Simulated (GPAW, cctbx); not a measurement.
# Reading charge transfer from structure factors

ScSI, P4/nmm (no. 129, origin choice 1), a = 4.8345 Å, b = 4.8345 Å, c = 6.8569 Å, α = 90.00°, β = 90.00°, γ = 90.00°.

```csv
atom,mult.,x,y,z
I1,2,0,0,0
Sc1,2,0,1/2,0.3264
S1,2,1/2,1/2,1/2
```

The cell comes from substitution in a known structure type and wasn't matched to any measured phase.

Absolute values of the static structure factors of the conventional cell from DFT (PBE, GPAW) against free spherical atoms, in electrons:

```csv
hkl,d (Å),free atoms,crystal
001,6.857,53.78,53.57
101,3.951,30.92,30.95
002,3.429,98.25,99.00
110,3.418,83.89,84.67
111,3.059,80.21,79.89
102,2.797,25.77,25.76
112,2.421,122.92,123.01
200,2.417,135.58,135.55
003,2.286,89.97,89.80
201,2.280,47.60,47.62
```

**Question.** Which way does charge move, and which reflections show it best?

Project each element's phase sum on the total phase. |F| rises if density moves to atoms that scatter in phase and falls if it moves to atoms that scatter against it; the rule is for low angles, since changes of shape take over beyond. Where all elements are in phase the terms compete, and the compactness of the donor's and the acceptor's density matters too.

| hkl | I in phase | Sc in phase | S in phase | change (e) | (%) |
| --- | --- | --- | --- | --- | --- |
| 001 | +2.0 | -0.9 | -2.0 | -0.21 | -0.4 |
| 101 | 0.0 | +1.8 | 0.0 | +0.03 | +0.1 |
| 002 | +2.0 | -1.1 | +2.0 | +0.75 | +0.8 |
| 110 | +2.0 | -2.0 | +2.0 | +0.78 | +0.9 |
| 111 | +2.0 | +0.9 | -2.0 | -0.33 | -0.4 |
| 102 | 0.0 | +1.6 | 0.0 | -0.01 | 0.0 |
| 112 | +2.0 | +1.1 | +2.0 | +0.08 | +0.1 |
| 200 | +2.0 | +2.0 | +2.0 | -0.03 | 0.0 |

Low-angle reflections that set elements apart and change by more than 0.05 e: 001, 002, 110 and 111 (101 and 102 hardly move and tell little). The signs fit a gain of density on I and S and a loss on Sc. The best witness is 110, +0.9 %, where S enters with +2.0. The real-space density agrees: Voronoi charges I -0.05, Sc +0.32, S -0.27 e. The shortest bond, Sc–S, has Δρ = +0.08 e/Å³ at its midpoint, low for a shared bond; with the charge transfer this is a polar contact.

[Outputs are excerpts: Python notices, other lines and further rows are left out; steps that failed or that the build refused (PBEsol, TPSS) are not shown.]

[Logs are printed without paths, hosts, clocks, repeated set-up lines and the standing remarks that a program may print on its own settings, such as how far it seeks lower states.]
